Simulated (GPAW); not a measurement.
# The basis that the transmission of N2 in line between two B chains needs

How well does N2 in line between two B chains conduct at low bias, and how far do basis and functional move the answer?

Program: GPAW 26.7.0. Level of theory: GPAW LCAO, PAW setups; Landauer transmission from Green's functions with principal layers (ASE), zero bias. Results are calculated unless marked as measured.

This is a report of a sequence of runs, with most program output left out.

## 1. Starting point

The cell holds 14 atoms: 12 B and 2 N. Its edges and angles: a = 9.000 Å, b = 9.000 Å, c = 20.880 Å, α = 90.0°, β = 90.0°, γ = 90.0°. Regions: left lead, 6 atoms (6 B); channel, 2 atoms (2 N); right lead, 6 atoms (6 B). Vacuum lies along a and b. The structure is stacked along c, and the current runs across the ab planes.

## 2. Double-zeta polarised basis

The script solves lead and junction separately, takes H and S in the orbital basis, and joins semi-infinite leads through their self-energies; the dzp basis is the working standard.

run.py

```python
import json
import numpy as np
from ase import Atoms
from ase.transport.calculators import TransportCalculator
from gpaw import GPAW, FermiDirac
from gpaw.lcao.tools import get_lcao_hamiltonian
from scipy.linalg import eigh

# The junction with lead layers at both ends, along the third cell vector
device = Atoms(
    ['B', 'B', 'B', 'B', 'B', 'B', 'N', 'N', 'B', 'B', 'B', 'B', 'B', 'B'],
    positions=[
        [4.50000, 4.50000, 0.77500],
        [4.50000, 4.50000, 2.32500],
        [4.50000, 4.50000, 3.87500],
        [4.50000, 4.50000, 5.42500],
        [4.50000, 4.50000, 6.97500],
        [4.50000, 4.50000, 8.52500],
        [4.50000, 4.50000, 9.87000],
        [4.50000, 4.50000, 11.01000],
        [4.50000, 4.50000, 12.35500],
        [4.50000, 4.50000, 13.90500],
        [4.50000, 4.50000, 15.45500],
        [4.50000, 4.50000, 17.00500],
        [4.50000, 4.50000, 18.55500],
        [4.50000, 4.50000, 20.10500]],
    cell=[[9.0, 0.0, 0.0], [0.0, 9.0, 0.0], [0.0, 0.0, 20.88]],
    pbc=True)

# One principal layer of the lead: the first 4 atoms of the device
lead = Atoms(
    ['B', 'B', 'B', 'B'],
    positions=[
        [4.50000, 4.50000, 0.77500],
        [4.50000, 4.50000, 2.32500],
        [4.50000, 4.50000, 3.87500],
        [4.50000, 4.50000, 5.42500]],
    cell=[[9.0, 0.0, 0.0], [0.0, 9.0, 0.0], [0.0, 0.0, 6.2]],
    pbc=True)

settings = dict(mode='lcao', basis='dzp', xc='PBE', h=0.18,
                occupations=FermiDirac(0.1), maxiter=250,
                mixer=dict(beta=0.1, nmaxold=8, weight=100.0),
                convergence=dict(density=0.0001))
energies = np.arange(-2, 2 + 1e-9, 0.05)
eta = 0.0001
n1, n2 = 1, 1
# k and -k transmit alike, so half of the mesh across the current serves
mesh = [(i, j) for i in range(n1) for j in range(n2) if (i, j) <= (-i % n1, -j % n2)]
weights = np.array([1 if (i, j) == (-i % n1, -j % n2) else 2 for i, j in mesh]) / (n1 * n2)

# [... helper functions left out ...]
fermi_lead = ground_state(lead, (1, 1, 18), 'lead.txt')
fermi_device = ground_state(device, (1, 1, 4), 'device.txt')
# [... loop over the mesh left out, but for ...]
        # Shift the lead onto the potential of the device's first layer
        shift = ((H[:, 0, 0] - H0[:, 0, 0]) / S0[0, 0]).real.mean()
# [...]
kT = 8.617333e-5 * 77
bias = [0.1, 0.2, 0.5, 1.0, 1.5, 2.0]
# [... integrals and printing left out ...]
```

Run with:

```console
> OMP_NUM_THREADS=1 OPENBLAS_NUM_THREADS=1 python run.py
```

The job ended after 97 s (1 thread of AMD EPYC 7R43, shared host; peak memory 0.97 GiB).

This step gave:

```yaml
conductance: 1.757 G₀
largest_coupling_past_the_next_principal_layer: 9.71e-5 eV
largest_misfit_of_the_first_principal_layer: 0.06915 eV
shift_that_aligns_the_lead: -0.006356 eV
basis_functions_of_the_junction: 182
basis_functions_of_a_principal_layer: 52
transmission_at_the_fermi_level_one_spin: 1.758
```

One spin. Transmission, zone mean against energy, zero at the Fermi level:

energy (eV), transmission, zone mean and a bar:
```
   -2.000       0.00 
   -1.800       0.00 
   -1.600       0.00 
   -1.400       0.00 
   -1.200       0.00 
   -1.000       0.00 
   -0.800       0.89 ###############
   -0.600       1.41 ########################
   -0.400       1.64 ############################
   -0.200       1.73 ##############################
    0.000       1.76 ##############################
    0.200       1.74 ##############################
    0.400       1.70 #############################
    0.600       1.65 ############################
    0.800       1.61 ###########################
    1.000       1.57 ###########################
    1.200       1.55 ##########################
    1.400       1.54 ##########################
    1.600       1.53 ##########################
    1.800       1.54 ##########################
    2.000       1.54 ##########################
```

Not self-consistent under bias; the bias window is split evenly. The current through one cell, from the zero-bias transmission by bias:

| bias (V) | current through one cell, from the zero-bias transmission (μA) |
| --- | --- |
| 0.100 | 13.6 |
| 0.200 | 27.2 |
| 0.500 | 67.7 |
| 1.000 | 133 |
| 1.500 | 190 |
| 2.000 | 230 |

Transmission of the three most open eigenchannels against energy, zero at the Fermi level:

| energy (eV) | channel 1 = channel 2 | channel 3 |
| --- | --- | --- |
| -2.00 | 0 | 0 |
| -1.85 | 0 | 0 |
| -1.70 | 0 | 0 |
| -1.60 | 0 | 0 |
| -1.45 | 2.2e-12 | 0 |
| -1.30 | 2.9e-12 | 0 |
| -1.15 | 2.5e-11 | 0 |
| -1.05 | 3.3e-10 | 0 |
| -0.90 | 0.172 | 0 |
| -0.75 | 0.531 | 0 |
| -0.60 | 0.703 | 0 |
| -0.50 | 0.772 | 0 |
| -0.35 | 0.835 | 0 |
| -0.20 | 0.867 | 0 |
| -0.05 | 0.878 | 0 |
| 0.00 | 0.879 | 0 |
| 0.05 | 0.878 | 0 |
| 0.20 | 0.870 | 0 |
| 0.35 | 0.856 | 0 |
| 0.50 | 0.838 | 0 |
| 0.60 | 0.826 | 0 |
| 0.75 | 0.809 | 0 |
| 0.90 | 0.795 | 0 |
| 1.05 | 0.783 | 0 |
| 1.15 | 0.778 | 0 |
| 1.30 | 0.772 | 0 |
| 1.45 | 0.768 | 0 |
| 1.60 | 0.767 | 0 |
| 1.70 | 0.767 | 0 |
| 1.85 | 0.769 | 0 |
| 2.00 | 0.770 | 0 |

Couplings past the next layer reach 9.7e-5 eV, small enough to drop; the matrix elements of the cell's first layer differ from the bulk lead's by up to 0.069 eV. That layer keeps its own values in the calculation, and only beyond it is the lead taken as perfect. The Fermi levels of lead and junction count from different zeros of potential, one for each periodic cell; with both set to zero, the small remaining shift is what aligns them. By hand: G = 1.757 × 77.48 μS = 136 μS, a resistance of 7.34 kΩ; at 0.1 V a linear junction would pass 13.6 μA, and the integral over the bias window gives 13.6 μA.

## 3. Single-zeta polarised basis

One radial function a shell plus polarisation makes the matrices smaller; the question is what that costs.

run.py: that of step 2 with these lines changed.

```diff
@@ -40,3 +40,3 @@
 
-settings = dict(mode='lcao', basis='dzp', xc='PBE', h=0.18,
+settings = dict(mode='lcao', basis='szp(dzp)', xc='PBE', h=0.18,
                 occupations=FermiDirac(0.1), maxiter=250,
```

It took 84 s on 1 thread; peak memory 0.94 GiB.

Numbers from this step:

```yaml
conductance: 1.696 G₀
largest_coupling_past_the_next_principal_layer: 9.76e-5 eV
largest_misfit_of_the_first_principal_layer: 0.07362 eV
shift_that_aligns_the_lead: -0.001319 eV
basis_functions_of_the_junction: 126
basis_functions_of_a_principal_layer: 36
transmission_at_the_fermi_level_one_spin: 1.696
```

One spin. Transmission, zone mean against energy, zero at the Fermi level:

| energy (eV) | transmission, zone mean |
| --- | --- |
| -2.000 | 0 |
| -1.800 | 0 |
| -1.600 | 0 |
| -1.400 | 1.3e-12 |
| -1.200 | 1.1e-12 |
| -1.000 | 3.4e-11 |
| -0.800 | 0.0904 |
| -0.600 | 1.10 |
| -0.400 | 1.49 |
| -0.200 | 1.66 |
| 0.000 | 1.70 |
| 0.200 | 1.67 |
| 0.400 | 1.61 |
| 0.600 | 1.55 |
| 0.800 | 1.49 |
| 1.000 | 1.46 |
| 1.200 | 1.44 |
| 1.400 | 1.43 |
| 1.600 | 1.43 |
| 1.800 | 1.44 |
| 2.000 | 1.45 |

Not self-consistent under bias; the bias window is split evenly. Current through one cell, from the zero-bias transmission against bias:

| bias (V) | current through one cell, from the zero-bias transmission (μA) |
| --- | --- |
| 0.100 | 13.1 |
| 0.200 | 26.2 |
| 0.500 | 65.0 |
| 1.000 | 126 |
| 1.500 | 174 |
| 2.000 | 204 |

Transmission of the three most open eigenchannels against energy, zero at the Fermi level:

| energy (eV) | channel 1 = channel 2 | channel 3 |
| --- | --- | --- |
| -2.00 | 0 | 0 |
| -1.85 | 0 | 0 |
| -1.70 | 0 | 0 |
| -1.60 | 0 | 0 |
| -1.45 | 6.8e-12 | 0 |
| -1.30 | 0 | 0 |
| -1.15 | 1.0e-12 | 0 |
| -1.05 | 5.5e-12 | 0 |
| -0.90 | 3.8e-10 | 0 |
| -0.75 | 0.242 | 0 |
| -0.60 | 0.549 | 0 |
| -0.50 | 0.666 | 0 |
| -0.35 | 0.774 | 0 |
| -0.20 | 0.828 | 0 |
| -0.05 | 0.847 | 0 |
| 0.00 | 0.848 | 0 |
| 0.05 | 0.847 | 0 |
| 0.20 | 0.835 | 0 |
| 0.35 | 0.814 | 0 |
| 0.50 | 0.789 | 0 |
| 0.60 | 0.774 | 0 |
| 0.75 | 0.753 | 0 |
| 0.90 | 0.736 | 0 |
| 1.05 | 0.725 | 0 |
| 1.15 | 0.720 | 0 |
| 1.30 | 0.715 | 0 |
| 1.45 | 0.714 | 0 |
| 1.60 | 0.716 | 0 |
| 1.70 | 0.717 | 0 |
| 1.85 | 0.721 | 0 |
| 2.00 | 0.724 | 0 |

The conductance, 1.70 G₀, lies 3.5 % below that of the dzp run.

## 4. GPAW, sz: basis = "sz(dzp)"

The minimal basis is the cheapest rung: no second zeta and no polarisation.

run.py: that of step 3 with these lines changed.

```diff
@@ -40,3 +40,3 @@
 
-settings = dict(mode='lcao', basis='szp(dzp)', xc='PBE', h=0.18,
+settings = dict(mode='lcao', basis='sz(dzp)', xc='PBE', h=0.18,
                 occupations=FermiDirac(0.1), maxiter=250,
```

Run time: 50 s. Hardware: 1 thread; peak memory 0.87 GiB.

This step gave:

| Quantity | Value |
| --- | --- |
| conductance | 1.715 G₀ |
| largest coupling past the next principal layer | 9.79e-5 eV |
| largest misfit of the first principal layer | 0.07365 eV |
| shift that aligns the lead | -4.37e-4 eV |
| basis functions of the junction | 56 |
| basis functions of a principal layer | 16 |
| transmission at the Fermi level (one spin) | 1.715 |

One spin. Table of transmission, zone mean by energy, zero at the Fermi level:

energy (eV), transmission, zone mean and a bar:
```
    -2.00       0.00 
    -1.85       0.00 
    -1.70       0.00 
    -1.60       0.00 
    -1.45       0.00 
    -1.30       0.00 
    -1.15       0.00 
    -1.05       0.00 
    -0.90       0.00 
    -0.75       0.62 ###########
    -0.60       1.15 ####################
    -0.50       1.37 ########################
    -0.35       1.57 ############################
    -0.20       1.68 #############################
    -0.05       1.71 ##############################
     0.00       1.72 ##############################
     0.05       1.71 ##############################
     0.20       1.69 ##############################
     0.35       1.65 #############################
     0.50       1.60 ############################
     0.60       1.57 ###########################
     0.75       1.53 ###########################
     0.90       1.49 ##########################
     1.05       1.47 ##########################
     1.15       1.46 #########################
     1.30       1.45 #########################
     1.45       1.44 #########################
     1.60       1.44 #########################
     1.70       1.45 #########################
     1.85       1.45 #########################
     2.00       1.46 ##########################
```

The conductance, 1.71 G₀, lies 2.4 % below that of the dzp run.

## 5. LDA in the dzp basis: xc = "LDA"

Back in the dzp basis, the functional changes from PBE to LDA, to set the spread between functionals beside that between bases.

run.py: that of step 4 with these lines changed.

```diff
@@ -40,3 +40,3 @@
 
-settings = dict(mode='lcao', basis='sz(dzp)', xc='PBE', h=0.18,
+settings = dict(mode='lcao', basis='dzp', xc='LDA', h=0.18,
                 occupations=FermiDirac(0.1), maxiter=250,
```

It took 83 s on 1 thread; peak memory 0.98 GiB.

Numbers from this step:

```yaml
conductance: 1.751 G₀
largest_coupling_past_the_next_principal_layer: 9.70e-5 eV
largest_misfit_of_the_first_principal_layer: 0.07074 eV
shift_that_aligns_the_lead: -0.006277 eV
basis_functions_of_the_junction: 182
basis_functions_of_a_principal_layer: 52
transmission_at_the_fermi_level_one_spin: 1.751
```

One spin. The transmission, zone mean by energy, zero at the Fermi level:

energy (eV), transmission, zone mean and a bar:
```
    -2.00       0.00 
    -1.90       0.00 
    -1.80       0.00 
    -1.70       0.00 
    -1.55       0.00 
    -1.45       0.00 
    -1.35       0.00 
    -1.25       0.00 
    -1.15       0.00 
    -1.05       0.00 
    -0.90       0.31 #####
    -0.80       0.86 ###############
    -0.70       1.18 ####################
    -0.60       1.39 ########################
    -0.50       1.53 ##########################
    -0.40       1.62 ############################
    -0.25       1.71 #############################
    -0.15       1.74 ##############################
    -0.05       1.75 ##############################
     0.00       1.75 ##############################
     0.05       1.75 ##############################
     0.15       1.74 ##############################
     0.25       1.73 ##############################
     0.40       1.69 #############################
     0.50       1.67 #############################
     0.60       1.65 ############################
     0.70       1.62 ############################
     0.80       1.60 ###########################
     0.90       1.58 ###########################
     1.05       1.56 ###########################
     1.15       1.55 ###########################
     1.25       1.54 ##########################
     1.35       1.53 ##########################
     1.45       1.53 ##########################
     1.55       1.53 ##########################
     1.70       1.53 ##########################
     1.80       1.53 ##########################
     1.90       1.54 ##########################
     2.00       1.54 ##########################
```

The conductance, 1.75 G₀, lies 0.4 % below that of the dzp run.

## 6. All levels side by side

Times are for 1 thread of AMD EPYC 7R43, shared host. The runs compared:

| no. | run | conductance (G₀) | time | memory (GiB) |
| --- | --- | --- | --- | --- |
| 1 | dzp | 1.757 | 97 s | 0.97 |
| 2 | szp | 1.696 | 84 s | 0.94 |
| 3 | sz | 1.715 | 50 s | 0.87 |
| 4 | dzp LDA | 1.751 | 83 s | 0.98 |

## 7. The levels side by side

The curves are compared point by point over the common energies.

This step: comparison of transmission and cost over codes and levels (GPAW 26.7.0).

Ladder, by row:

| step | code | T at the Fermi level (sum over the listed spins) | conductance (G0) | r.m.s. T(E) from the first | wall time (s) | peak memory (GiB) | threads |
| --- | --- | --- | --- | --- | --- | --- | --- |
| dzp | GPAW | 1.758 | 1.757 | 0 | 97.21 | 0.97 | 1 |
| szp | GPAW | 1.696 | 1.696 | 0.1788 | 83.77 | 0.94 | 1 |
| sz | GPAW | 1.715 | 1.715 | 0.1493 | 49.9 | 0.87 | 1 |
| dzp-LDA | GPAW | 1.751 | 1.751 | 0.01003 | 83.03 | 0.98 | 1 |

The transmission, zone mean, sum over the listed spins by energy, zero at the Fermi level:

| energy (eV) | dzp | szp | sz | dzp-LDA |
| --- | --- | --- | --- | --- |
| -2.00 | 1.1e-13 | 0 | 0 | 9.1e-14 |
| -1.85 | 1.2e-13 | 0 | 0 | 1.1e-13 |
| -1.70 | 1.5e-13 | 0 | 0 | 1.4e-13 |
| -1.50 | 2.2e-11 | 1.5e-13 | 6.2e-13 | 1.7e-11 |
| -1.35 | 4.0e-12 | 5.7e-13 | 6.4e-13 | 3.7e-12 |
| -1.20 | 2.1e-11 | 1.1e-12 | 1.7e-12 | 1.9e-11 |
| -1.05 | 6.5e-10 | 1.1e-11 | 2.1e-11 | 5.8e-10 |
| -0.90 | 0.343 | 7.7e-10 | 2.5e-9 | 0.314 |
| -0.70 | 1.20 | 0.747 | 0.840 | 1.18 |
| -0.55 | 1.48 | 1.23 | 1.27 | 1.46 |
| -0.40 | 1.64 | 1.49 | 1.52 | 1.62 |
| -0.25 | 1.72 | 1.63 | 1.65 | 1.71 |
| -0.10 | 1.75 | 1.69 | 1.71 | 1.75 |
| 0.00 | 1.76 | 1.70 | 1.72 | 1.75 |
| 0.10 | 1.75 | 1.69 | 1.71 | 1.75 |
| 0.25 | 1.73 | 1.66 | 1.68 | 1.73 |
| 0.40 | 1.70 | 1.61 | 1.63 | 1.69 |
| 0.55 | 1.66 | 1.56 | 1.58 | 1.66 |
| 0.70 | 1.63 | 1.52 | 1.54 | 1.62 |
| 0.90 | 1.59 | 1.47 | 1.49 | 1.58 |
| 1.05 | 1.57 | 1.45 | 1.47 | 1.56 |
| 1.20 | 1.55 | 1.44 | 1.45 | 1.54 |
| 1.35 | 1.54 | 1.43 | 1.44 | 1.53 |
| 1.50 | 1.54 | 1.43 | 1.44 | 1.53 |
| 1.70 | 1.53 | 1.43 | 1.45 | 1.53 |
| 1.85 | 1.54 | 1.44 | 1.45 | 1.53 |
| 2.00 | 1.54 | 1.45 | 1.46 | 1.54 |

## 8. Potential alignment off, k-points along the lead 4

Without the shift, lead and junction are matched by their Fermi levels alone. The lead's own mesh along the current sets its density and potential; where the lead is aligned to the junction's end layer, a rigid shift drops out.

This step: GPAW LCAO, PAW setups; Landauer transmission from Green's functions with principal layers (ASE), zero bias (GPAW 26.7.0).

run.py: that of step 5 with these lines changed.

```diff
@@ -40,3 +40,3 @@
 
-settings = dict(mode='lcao', basis='dzp', xc='LDA', h=0.18,
+settings = dict(mode='lcao', basis='dzp', xc='PBE', h=0.18,
                 occupations=FermiDirac(0.1), maxiter=250,
@@ -52,7 +52,7 @@
 # [... helper functions left out ...]
-fermi_lead = ground_state(lead, (1, 1, 18), 'lead.txt')
+fermi_lead = ground_state(lead, (1, 1, 4), 'lead.txt')
 fermi_device = ground_state(device, (1, 1, 4), 'device.txt')
 # [... loop over the mesh left out, but for ...]
-        # Shift the lead onto the potential of the device's first layer
-        shift = ((H[:, 0, 0] - H0[:, 0, 0]) / S0[0, 0]).real.mean()
+        # Lead and device are aligned by their Fermi levels alone
+        shift = 0.0
 # [...]
```

Wall time 85 s (1 thread); peak memory 0.96 GiB.

The run finished with changed settings (align = false and lead_nz = 4); it serves as a test.

The two runs compared:

| quantity | this run | sound run | difference |
| --- | --- | --- | --- |
| conductance (G₀) | 1.7671 | 1.7573 | 0.00982 |
| largest coupling past the next principal layer (eV) | 9.712e-5 | 9.712e-5 | -4.6e-9 |
| largest misfit of the first principal layer (eV) | 0.069151 | 0.069151 | 1.7e-11 |
| shift that aligns the lead (eV) | 0 | -0.0063555 | 0.00636 |
| transmission at the Fermi level (one spin) | 1.7672 | 1.7575 | 0.00972 |

## 9. A second varied run

A last run, with other settings again.

run.py: that of step 8 with these lines changed.

```diff
@@ -41,3 +41,3 @@
 settings = dict(mode='lcao', basis='dzp', xc='PBE', h=0.18,
-                occupations=FermiDirac(0.1), maxiter=250,
+                occupations=FermiDirac(0.1), maxiter=100,
                 mixer=dict(beta=0.1, nmaxold=8, weight=100.0),
@@ -45,3 +45,3 @@
 energies = np.arange(-2, 2 + 1e-9, 0.05)
-eta = 0.0001
+eta = 0.2
 n1, n2 = 1, 1
@@ -52,7 +52,7 @@
 # [... helper functions left out ...]
-fermi_lead = ground_state(lead, (1, 1, 4), 'lead.txt')
+fermi_lead = ground_state(lead, (1, 1, 18), 'lead.txt')
 fermi_device = ground_state(device, (1, 1, 4), 'device.txt')
 # [... loop over the mesh left out, but for ...]
-        # Lead and device are aligned by their Fermi levels alone
-        shift = 0.0
+        # Shift the lead onto the potential of the device's first layer
+        shift = ((H[:, 0, 0] - H0[:, 0, 0]) / S0[0, 0]).real.mean()
 # [...]
```

Wall time 94 s (1 thread); peak memory 0.97 GiB.

The run finished. A setting was moved off its sound value on purpose, so it serves as a test and not as the result.

The fault put into the input: a broadening of tenths of an eV (eta = 0.2).

Side by side:

| quantity | this run | sound run | difference |
| --- | --- | --- | --- |
| conductance (G₀) | 0.23905 | 1.7573 | -1.52 |
| largest misfit of the first principal layer (eV) | 0.069151 | 0.069151 | -5.0e-15 |
| shift that aligns the lead (eV) | -0.0063555 | -0.0063555 | 5.3e-15 |
| transmission at the Fermi level (one spin) | 0.23914 | 1.7575 | -1.52 |

The two runs differ clearly in the conductance: 0.239 G₀ against 1.76 G₀.

## 10. What came out

```
conductance                                        : 1.76 G₀
transmission at the Fermi level, mean of the spins : 1.76
thermopower                                        : about 0 (under 1.5 μV/K)
```

**Reading.** In the dzp basis the junction conducts 1.76 G₀ at 77 K, with T = 1.76 a spin at the Fermi level; the sz basis reaches that conductance within 10 %. At the Fermi level two eigenchannels carry the current (0.88 and 0.88). Measured against the first run (dzp), the nearest curve is that of dzp-LDA (r.m.s. 0.010) and the farthest that of szp (0.18). Over the compared runs wall time goes from 50 s (sz) to 97 s (dzp), on a shared host. The geometry was built from estimated bond lengths and not relaxed, so the numbers describe this model structure. An evenly spaced straight chain is an idealisation: free chains tend to dimerise, zigzag or, where a band edge lies near the Fermi level, turn magnetic. The currents use the zero-bias T(E) throughout, which holds only while the bias is small against the distance to the nearest feature. The energy step is wider than the thermal energy, so the conductance and thermopower rest on interpolation of T(E).

[Logs are printed without paths, hosts, clocks, repeated set-up lines and the standing remarks that a program may print on its own settings, such as how far it seeks lower states.]

[Hosts, paths, dates, database ids (printed as entryN), source tags and the programs' standing remarks are cut or masked in the printed files.]
